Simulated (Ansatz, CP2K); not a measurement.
## Generalised stacking fault on (111) (glide set) of a Ge-Sn solid solution (48 atoms): runs against a plane-wave reference

The cell holds 48 atoms: 34 Ge and 14 Sn. Cell: a = 8.334 Å, b = 7.218 Å, c = 20.526 Å, α = 90.0°, β = 88.1°, γ = 90.0°. Diamond-structure Ge lattice (a = 5.8932 Å, the value set for the mixture), cell with z along [111], 2 x 1 x 2 periods; the third cell vector is tilted by 0.167 of 1/2[1-10] and lengthened by 0.1 Å, so the cell holds one fault (glide set); displaced by a Gaussian of 0.01 Å; 14 of 48 Ge sites given to Sn at random (lattice constant by Vegard's rule between Ge and Sn). Then every atom was moved at random, 0.05 Å r.m.s. a Cartesian component.

Geometry: as built.

The reference, a calculation:

```
method                 : Kohn-Sham DFT, PBE, PAW, plane waves (Ansatz 0.2.0); cutoff 420 eV, Γ point, fermi-dirac smearing of 0.05 eV; PAW set soft_2
r.m.s. force component : 2.447 eV/Å
longest force          : 13.52 eV/Å
pressure               : 10.41 GPa
SCF cycles             : 9
time                   : 26 s on 4 threads of Arm Neoverse V1, shared host
CPU time               : 90 s
```

Runs, in no order:
A. CP2K r2SCAN, SCAN potentials, DZVP-UZH(SCAN), 600/50 Ry, diagonalisation: Kohn-Sham DFT, r2SCAN, GTH-SCAN pseudopotentials, Gaussian and plane waves, DZVP-MOLOPT (UZH set), diagonalisation
B. CP2K PBE, DZVP-UZH, 350/50 Ry, diagonalisation: Kohn-Sham DFT, PBE, GTH-PBE pseudopotentials, Gaussian and plane waves, DZVP-MOLOPT (UZH set), diagonalisation
C. CP2K PBE, SZV-MOLOPT-SR, 350/50 Ry, diagonalisation: Kohn-Sham DFT, PBE, GTH-PBE pseudopotentials, Gaussian and plane waves, SZV-MOLOPT-SR-GTH, diagonalisation

**Question.** Rank the runs by how far their forces lie from the reference's, least first.

B, A, C.

```csv
run,"Δ force, r.m.s. (meV/Å)",share of r.m.s. force (%),CPU time
"B. CP2K PBE, DZVP-UZH, 350/50 Ry, diagonalisation",209,8.55,3 min
"A. CP2K r2SCAN, SCAN potentials, DZVP-UZH(SCAN), 600/50 Ry, diagonalisation",413,16.9,9.6 min
"C. CP2K PBE, SZV-MOLOPT-SR, 350/50 Ry, diagonalisation",594,24.3,95 s
```

The electronic-structure runs sample only Γ, in a cell whose shortest periodic width is 7 Å, which is coarse for a cell with partly filled levels.

[Logs are printed without paths, hosts, clocks, repeated set-up lines and the standing remarks that a program may print on its own settings, such as how far it seeks lower states.]

[Hosts, paths, dates, database ids (printed as entryN), source tags and the programs' standing remarks are cut or masked in the printed files.]
